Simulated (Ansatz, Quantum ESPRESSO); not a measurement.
# Hf2CO2 MXene, 1 layer: the energy at a withheld member of a series

Method. Quantum ESPRESSO 7.5, PBE, GBRV ultrasoft. Cell and atoms are first relaxed; each strained cell is then held and the atoms relax in it. A periodic run with 15 Å of vacuum in the starting cell gives the vacuum levels, and bands follow along a path. The series steps biaxial strain. Energies count from the lowest.

```tsv
biaxial strain	energy (eV)
-4 %	0.3570
-3 %	0.1971
-2 %	0.0860
-1 %	0.0212
0 %	0.0000
1 %	0.0212
2 %	0.0812
3 %	0.1787
```

To predict: What is the energy at 4 %?

**Worked estimate.** The rows at 2 % and 3 % give a slope of (0.1787 − (0.0812))/(3 − (2)) = 0.0975, so a straight line gives 0.2762 eV. A parabola through these and the row at 1 % gives 0.3137 eV.

**The withheld run.** 0.3112 eV. The line misses by −0.0350 and the parabola by +0.0025 eV. The parabola does better.

Caveats: Semilocal gaps are too small; the 1×1 cell can't ripple over many cells under compression as a free sheet would. No spin-orbit coupling.

[Logs are printed without paths, hosts, clocks, repeated set-up lines and the standing remarks that a program may print on its own settings, such as how far it seeks lower states.]
